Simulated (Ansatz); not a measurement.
# Cu(111) film, 5 layers, adrow: surface scattering, part 2 of 2

Aim: how much of the in-plane current does the surface defect in Cu(111) film, 5 layers, adrow reflect?

Ansatz 0.2.0; Ansatz plane-wave DFT, PBE, PAW files; relaxation of the atoms about the surface defect; PAW set soft_1 (the session's first sound run).

So far: Starting point; Relaxing about the defect.

**2. Relaxing about the defect (continued)**

Step by step:

```
step  energy less that of the first step (eV)  largest force component (eV/Å)
   1                                   0.0000                          0.7515
   2                                  -0.0566                          0.4401
   3                                  -0.0508                          0.3991
   4                                  -0.0805                          0.1402
   5                                  -0.0828                          0.0073
   6                                  -0.0828                          0.0073
```

Relaxation step 3 was tried and not accepted.

The run keeps the 2 symmetry operations that it works with, so distortions that break them were not tested.

The atoms that moved most (Å):

```
atom      dx     dy      dz  length
Cu81  -0.177  0.000   0.014   0.178
Cu40   0.038  0.000  -0.036   0.052
Cu49   0.003  0.000   0.032   0.032
Cu39   0.000  0.000  -0.026   0.026
Cu50   0.015  0.000   0.018   0.023
Cu38   0.019  0.000   0.013   0.023
Cu47   0.014  0.000   0.004   0.015
Cu57   0.013  0.000  -0.003   0.013
```

Numbers from this step:

```
free energy             : -536624.8055 eV
energy at zero smearing : -536624.3278 eV
Fermi energy            : 5.690 eV
```

The largest force component on a free atom ends at 0.0073 eV/Å, under the tolerance of 0.03, after 6 steps.

**3. Transmission along the film**

The film far from the defect is the lead. The first vector holds vacuum and takes one k-point. Energies from -0.05 to 0.05 eV in steps of 0.05 eV are too few for the program's thermal sum, so it prints no conductance; for a metal the transmission near the Fermi level serves, at a fraction of the cost.

This step: Ansatz plane-wave DFT, PBE, PAW files; ballistic transport by layer matching (Landauer), zero bias; PAW set soft_1 (Ansatz 0.2.0).

Input file input.yaml:

```yaml
crystal:
  lattice:
    - [21.4354906455, 0.0, 0.0]
    - [0.0, 2.5561627297, 0.0]
    - [0.0, 0.0, 35.4192297623]
  atoms:
    - { symbol: Cu, position: [0.2099322136, 0.0, 0.0] }
    - { symbol: Cu, position: [0.2099322136, 0.5, 0.0625] }
    - { symbol: Cu, position: [0.3072986869, 0.0, 0.0416666667] }
    - { symbol: Cu, position: [0.3072986869, 0.5, 0.1041666667] }
    - { symbol: Cu, position: [0.4046651603, 0.0, 0.0833333333] }
    - { symbol: Cu, position: [0.4046651603, 0.5, 0.0208333333] }
    - { symbol: Cu, position: [0.5020316337, 0.0, 0.0] }
    - { symbol: Cu, position: [0.5020316337, 0.5, 0.0625] }
    - { symbol: Cu, position: [0.599398107, 0.0, 0.0416666667] }
    - { symbol: Cu, position: [0.599398107, 0.5, 0.1041666667] }
    - { symbol: Cu, position: [0.2099322136, 0.0, 0.125] }
    - { symbol: Cu, position: [0.2099322136, 0.5, 0.1875] }
    - { symbol: Cu, position: [0.3072986869, 0.0, 0.1666666667] }
    - { symbol: Cu, position: [0.3072986869, 0.5, 0.2291666667] }
    - { symbol: Cu, position: [0.4046651603, 0.0, 0.2083333333] }
    - { symbol: Cu, position: [0.4046651603, 0.5, 0.1458333333] }
    - { symbol: Cu, position: [0.5020316337, 0.0, 0.125] }
    - { symbol: Cu, position: [0.5020316337, 0.5, 0.1875] }
    - { symbol: Cu, position: [0.599398107, 0.0, 0.1666666667] }
    - { symbol: Cu, position: [0.599398107, 0.5, 0.2291666667] }
    - { symbol: Cu, position: [0.2099322136, 0.0, 0.25] }
    - { symbol: Cu, position: [0.2099322136, 0.5, 0.3125] }
    - { symbol: Cu, position: [0.3072986869, 0.0, 0.2916666667] }
    - { symbol: Cu, position: [0.3072986869, 0.5, 0.3541666667] }
    - { symbol: Cu, position: [0.4046651603, 0.0, 0.3333333333] }
    - { symbol: Cu, position: [0.4046651603, 0.5, 0.2708333333] }
    - { symbol: Cu, position: [0.5020316337, 0.0, 0.25] }
    - { symbol: Cu, position: [0.5020316337, 0.5, 0.3125] }
    - { symbol: Cu, position: [0.599398107, 0.0, 0.2916666667] }
    - { symbol: Cu, position: [0.5993029412, 0.5, 0.3538057234] }
    - { symbol: Cu, position: [0.2099322136, 0.0, 0.375] }
    - { symbol: Cu, position: [0.2099322136, 0.5, 0.4375] }
    - { symbol: Cu, position: [0.3072986869, 0.0, 0.4166666667] }
    - { symbol: Cu, position: [0.3072986869, 0.5, 0.4791666667] }
    - { symbol: Cu, position: [0.4046651603, 0.0, 0.4583333333] }
    - { symbol: Cu, position: [0.4046651603, 0.5, 0.3958333333] }
    - { symbol: Cu, position: [0.5022359455, 0.0, 0.3750563019] }
    - { symbol: Cu, position: [0.5029291413, 0.5, 0.4378584696] }
    - { symbol: Cu, position: [0.5993926148, 0.0, 0.4159230804] }
    - { symbol: Cu, position: [0.6011602493, 0.5, 0.4781570154] }
    - { symbol: Cu, position: [0.2099322136, 0.0, 0.5] }
    - { symbol: Cu, position: [0.2099322136, 0.5, 0.5625] }
    - { symbol: Cu, position: [0.3072986869, 0.0, 0.5416666667] }
    - { symbol: Cu, position: [0.3072986869, 0.5, 0.6041666667] }
    - { symbol: Cu, position: [0.4046651603, 0.0, 0.5833333333] }
    - { symbol: Cu, position: [0.4046651603, 0.5, 0.5208333333] }
    - { symbol: Cu, position: [0.5026996338, 0.0, 0.5001254284] }
    - { symbol: Cu, position: [0.5023733965, 0.5, 0.5624677965] }
    - { symbol: Cu, position: [0.5995149926, 0.0, 0.542567332] }
    - { symbol: Cu, position: [0.600090705, 0.5, 0.6046781724] }
    - { symbol: Cu, position: [0.2099322136, 0.0, 0.625] }
    - { symbol: Cu, position: [0.2099322136, 0.5, 0.6875] }
    - { symbol: Cu, position: [0.3072986869, 0.0, 0.6666666667] }
    - { symbol: Cu, position: [0.3072986869, 0.5, 0.7291666667] }
    - { symbol: Cu, position: [0.4046651603, 0.0, 0.7083333333] }
    - { symbol: Cu, position: [0.4046651603, 0.5, 0.6458333333] }
    - { symbol: Cu, position: [0.5026283992, 0.0, 0.6249126179] }
    - { symbol: Cu, position: [0.5020316337, 0.5, 0.6875] }
    - { symbol: Cu, position: [0.599398107, 0.0, 0.6666666667] }
    - { symbol: Cu, position: [0.599398107, 0.5, 0.7291666667] }
    - { symbol: Cu, position: [0.2099322136, 0.0, 0.75] }
    - { symbol: Cu, position: [0.2099322136, 0.5, 0.8125] }
    - { symbol: Cu, position: [0.3072986869, 0.0, 0.7916666667] }
    - { symbol: Cu, position: [0.3072986869, 0.5, 0.8541666667] }
    - { symbol: Cu, position: [0.4046651603, 0.0, 0.8333333333] }
    - { symbol: Cu, position: [0.4046651603, 0.5, 0.7708333333] }
    - { symbol: Cu, position: [0.5020316337, 0.0, 0.75] }
    - { symbol: Cu, position: [0.5020316337, 0.5, 0.8125] }
    - { symbol: Cu, position: [0.599398107, 0.0, 0.7916666667] }
    - { symbol: Cu, position: [0.599398107, 0.5, 0.8541666667] }
    - { symbol: Cu, position: [0.2099322136, 0.0, 0.875] }
    - { symbol: Cu, position: [0.2099322136, 0.5, 0.9375] }
    - { symbol: Cu, position: [0.3072986869, 0.0, 0.9166666667] }
    - { symbol: Cu, position: [0.3072986869, 0.5, 0.9791666667] }
    - { symbol: Cu, position: [0.4046651603, 0.0, 0.9583333333] }
    - { symbol: Cu, position: [0.4046651603, 0.5, 0.8958333333] }
    - { symbol: Cu, position: [0.5020316337, 0.0, 0.875] }
    - { symbol: Cu, position: [0.5020316337, 0.5, 0.9375] }
    - { symbol: Cu, position: [0.599398107, 0.0, 0.9166666667] }
    - { symbol: Cu, position: [0.599398107, 0.5, 0.9791666667] }
    - { symbol: Cu, position: [0.6897524814, 0.5, 0.5212426156] }
kpoints:
  mp_grid: { grid: [1, 12, 1] }
hamiltonian:
  xc: pbe
  pseudopotentials: { kind: paw, azcp: { folder: soft_1 } }
scf:
  occupations: { method: fermi_dirac, width: 0.1 }
output:
  transmission:
    leads: [[0, 10]]
    kmesh: [1, 24]
    e_range: [-0.05, 0.05]
    de: 0.05
  write_potential: true
  write_density: true
  volumetric_format: npy
  elf: true
```

Launch:

```bash
> ansatz run input.yaml --threads 8 --pin off --max-ram 15360MiB --backend cpu --events-out ev --progress --plain --runs-dir out
```

Numbers of over 12 decimals in the logs are rounded to 6 here.

Log:

```text
[...]
Crystal: 81 atoms, lattice volume = 1940.712 Å³
Basis set: ecut = 420 eV, 38121 PW (Γ)
Bands: 924, of which v1, the nominal top of the filled ones, is band 770 counted from 1 (769 counted from 0)
Symmetry: 2 space group operations
[...]
k-points: 7 of 12
[...]
SCF iter   1: F=—  HF=-536692.879513 eV  |F-HF|=—  |Δ(HF+E_count)|=         —  Δρ=1.82e-1  dr2=3.89e2  ethr=3.10e-3  ⟨swp⟩=6.0  Hψ=24766  notcnv=0  defer=315
[...]
SCF iter  15: F=-536624.731169 eV  HF=-536624.731169 eV  |F-HF|=4.07e-9  |Δ(HF+E_count)|=   1.90e-7  Δρ=9.55e-7  dr2=2.68e-8  ethr=6.50e-12  ⟨swp⟩=13.7  Hψ=30548  notcnv=0
SCF 1 converged in 15 iterations: F = -536624.731169 eV  dr2 = 2.68e-8
[...]
transmission: 96 of 858 steps passed
transmission: 180 of 858 steps passed
[...]
transmission: 858 of 858 steps passed
WARN: The input density's exchange-correlation potential varies sharply where the density is thin. Do not read a vacuum level from v_tot or v_xc, or from such a field of the output density. On a cell that repeats whose density bears no net charge and no dipole along the vacuum's axis use v_es (v_loc + v_h of the components); under efield.dipole_correction with no amplitude use v_es + v_field, which holds any external [...]
SCF converged after 15 iterations
the last check of whether an eigenvalue changes by more than its tolerance under the output density was not made (no_room)
Free energy (F): -536624.731169 eV
[...]
Internal energy: -536623.832230 eV  (E = F + TS)
E sigma→0 (E₀):  -536624.281699 eV
Entropy (-TS):   -0.898939 eV (-11.098 meV/atom)
Fermi energy:    5.695463 eV
[...]
--- Band table (eV; the first three rows and the last of 7) ---
  k-point 0: bands = [... 766 lower, 4.3527, 4.3689, 4.3823, 4.3932, 4.3965, 4.4441, 4.6699, 4.6779, ... 150 higher]
  k-point 1: bands = [... 766 lower, 4.4658, 4.5400, 4.5801, 4.6382, 4.6574, 4.6802, 4.8004, 4.8580, ... 150 higher]
  k-point 2: bands = [... 766 lower, 4.9539, 4.9561, 5.0395, 5.0553, 5.0800, 5.2060, 5.2223, 5.2751, ... 150 higher]
  k-point 6: bands = [... 766 lower, 6.6562, 6.6788, 6.6789, 6.7161, 6.7270, 6.7478, 6.7481, 6.7559, ... 150 higher]
--- Transmission ---
  basis      : 487 plane waves across, 66 finite elements along
  points     : 13, standing for a mesh of 1 x 24
  energies   : 3 from -0.050000 to 0.050000 eV about the Fermi level, 0.050000 eV apart; the leads are filled to 0.000000 eV, and channels, transmission and decay are at 0.000000 eV
  crystal 0  : Cu10, at the sites [0, 10], period 4.4274 Å, over 25.68 Å; its Hamiltonian steps by up to 5.8 meV
    offset         : up to 0.0000 Å between an atom of the period and one for which it stands
    channels       : 3.791667e0 a spin
    conductance    : none, the energies end too early or step too widely for 300 K: set another output.transmission.e_range or a lower de, or, where they end at an eighth of basis.ecutwfc, a higher one
    slowest decay  : 0.2448 /Å at (0.0000, 0.5000)
  junction   : crystal 0 to crystal 0, -0.04 to 30.95 Å
    transmission   : 3.292716e0 a spin
[...]
```

Wall time 19 min (8 threads of Intel Xeon at 2.70GHz, shared host); peak memory 11 GiB; 2.1 h of CPU time.

Reading the cycles: dr2 is the Hartree energy of the density residual (eV), the measure of convergence; HF is the Harris–Foulkes estimate of the energy, which meets the free energy F at convergence.

Numbers from this step:

```yaml
free_energy: -536624.7312 eV
energy_at_zero_smearing: -536624.2817 eV
fermi_energy: 5.695 eV
cell_area: 54.79 Å²
transmission_per_spin_nearest_the_fermi_level: 3.293
open_channels_per_spin_nearest_the_fermi_level: 3.792
step_of_the_lead_s_potential: 5.8 meV
```

Per spin. Table of transmission, zone mean by energy, zero at the Fermi level:

```
energy (eV)  transmission, zone mean
    -0.0500                     3.29
     0.0000                     3.29
     0.0500                     3.31
```

Per spin. The open channels, zone mean, lead by energy, zero at the Fermi level:

```
energy (eV)  open channels, zone mean, lead
    -0.0500                            3.79
     0.0000                            3.79
     0.0500                            3.88
```

ELF in the ca plane at fractional y = 0.500, with atoms of Cu within 0.2 Å of it. It is the smooth field of the valence electrons, not physical close to the nuclei.

Ten even steps from '0' (0.00) to '9' (0.50), each cell a mean:
```
00000000000000000000000000000000000000000000
00000000000000000000000000000000000000000000
00000000000000000000000000000000000000000000
00000000000000000000000000000000000000000000
00000000000000000000000000000000000000000000
11000000000000000000000000000000000000000000
22210000000000000000000000000000000000000000
33221112222222222112222222222112222222222112
45432233355445533333355445543333355545543333
45533883355445533793345445533793345445533694
44433333444444433333444444443333444444443333
37733554444337733454444336733454444336833454
34433444455334433444455434433444455434433444
45544443344335544443344335544443344334544443
34444553377334444553367334444553368334544553
44443333444444443333344444443333344444443333
45433883345445433793345444533793345444533694
44433333444444433333444444443333344444443333
37633554454337733554455336733555455336833455
34433555555334433555555334433555555434433555
22223333333322223333333322223333333322223333
00000000000000000000000000000000000000000000
00000000000000000000000000000000000000000000
00000000000000000000000000000000000000000000
```
Columns run along c (16.0 Å, from fractional 0.55 to 1.00 of the cell), rows up along a (21.4 Å). Atoms in or near the plane, at fractional coordinates: Cu at (0.56, 0.21), Cu at (0.60, 0.31), Cu at (0.56, 0.50), Cu at (0.60, 0.60), Cu at (0.69, 0.21), Cu at (0.73, 0.31), Cu at (0.65, 0.40), Cu at (0.69, 0.50), Cu at (0.73, 0.60), Cu at (0.81, 0.21), Cu at (0.85, 0.31), Cu at (0.77, 0.40), Cu at (0.81, 0.50), Cu at (0.85, 0.60) and more.

Valence density in the ca plane at fractional y = 0.500, with atoms of Cu within 0.2 Å of it. It is the smooth field of the valence electrons, not physical close to the nuclei.

Ten steps, logarithmic in the rise over the least value, from '0' (0 e/Å³) to '9' (35 e/Å³), each cell a mean:
```
00000000000000000000000000000000000000000000
00000000000000000000000000000000000000000000
00000000000000000000000000000000000000000000
00000000000000000000000000000000000000000000
00000000000000000000000000000000000000000000
00000000000000000000000000000000000000000000
00000000000000000000000000000000000000000000
10000000000000000000000000000000000000000000
10001332000000001331000000001332000000001332
11125995211111115995211111115996211111114896
11111331100011111332100011111332100011111332
59851111111149952111111148962111110148962111
36631001111136741001111136741001111136741000
11111001366311111001366411111001367411111001
11111111599511111111489621011111489621011111
00011331111100011332111110011332111110001232
11125995211111115995211111115996211111114896
11112332100011112332100011111342100011111342
59851111111148952111111148962111110148962111
47731000000137741000000136741000000136741000
00000000000000000000000000000000000000000000
00000000000000000000000000000000000000000000
00000000000000000000000000000000000000000000
00000000000000000000000000000000000000000000
```
Columns run along c (16.0 Å, from fractional 0.55 to 1.00 of the cell), rows up along a (21.4 Å). Atoms in or near the plane, at fractional coordinates: Cu at (0.56, 0.21), Cu at (0.60, 0.31), Cu at (0.56, 0.50), Cu at (0.60, 0.60), Cu at (0.69, 0.21), Cu at (0.73, 0.31), Cu at (0.65, 0.40), Cu at (0.69, 0.50), Cu at (0.73, 0.60), Cu at (0.81, 0.21), Cu at (0.85, 0.31), Cu at (0.77, 0.40), Cu at (0.81, 0.50), Cu at (0.85, 0.60) and more.

Electrostatic potential energy in the ca plane at fractional y = 0.500, with atoms of Cu within 0.2 Å of it. With pseudopotentials it is smooth inside the atoms' cores, unlike the true potential.

Ten even steps from '0' (-55 eV) to '9' (10 eV), each cell a mean:
```
99999999999999999999999999999999999999999999
99999999999999999999999999999999999999999999
99999999999999999999999999999999999999999999
99999999999999999999999999999999999999999999
99999999999999999999999999999999999999999999
99999999999999999999999999999999999999999999
99999999999999999999999999999999999999999999
89999999999999999999999999999999999999999999
99998668999999998668999999998667999999998767
99973002799999983002799999983002799999984001
98888668999998888668999998888667999998888767
31148999999841137999999841137999999851137999
53368999999863358999999863358999999863358999
89999998633689999998643589999999643589999999
89999998411389999998411379999998411379999998
99998668888999998668888999998767888999998767
99973003799999983002799999983002799999984001
98887668999998888667999998888667999998888667
31148999999841137999999841137999999851137999
53368999999863358999999863358999999963358999
99999999999999999999999999999999999999999999
99999999999999999999999999999999999999999999
99999999999999999999999999999999999999999999
99999999999999999999999999999999999999999999
```
Columns run along c (16.0 Å, from fractional 0.55 to 1.00 of the cell; values clipped at the 3rd and 97th percentile), rows up along a (21.4 Å). Atoms in or near the plane, at fractional coordinates: Cu at (0.56, 0.21), Cu at (0.60, 0.31), Cu at (0.56, 0.50), Cu at (0.60, 0.60), Cu at (0.69, 0.21), Cu at (0.73, 0.31), Cu at (0.65, 0.40), Cu at (0.69, 0.50), Cu at (0.73, 0.60), Cu at (0.81, 0.21), Cu at (0.85, 0.31), Cu at (0.77, 0.40), Cu at (0.81, 0.50), Cu at (0.85, 0.60) and more.

Over the solved energies the transmission per spin lies between 3.29 and 3.31, out of 3.82 channels of the lead on average (up to 3.88).

**4. Share that passes**

This step: Ansatz plane-wave DFT, PBE, PAW files; ballistic transport by layer matching (Landauer), zero bias; share of the film's channels that pass the defect (the area holds the vacuum); PAW set soft_1 (Ansatz 0.2.0).

Numbers from this step:

```
T over the leads' mean channel count : 0.8629
```

Averaged over the energies near the Fermi level, 86.3 % of the channels pass.

**5. What came out**

- share of the film's channels that pass: 0.863

What this shows: 86 % of the film's channels pass the defect. The film is 5 layers thick, so the defect disturbs a good part of its section. It runs straight across the current without end, so the wavevector along it is kept. Only atoms near the defect are relaxed, while the rest of the face keeps bulk spacings, so part of the reflection may come from that relaxed patch.

[Logs are printed without paths, hosts, clocks, repeated set-up lines and the standing remarks that a program may print on its own settings, such as how far it seeks lower states.]

[Hosts, paths, dates, database ids (printed as entryN), source tags and the programs' standing remarks are cut or masked in the printed files.]
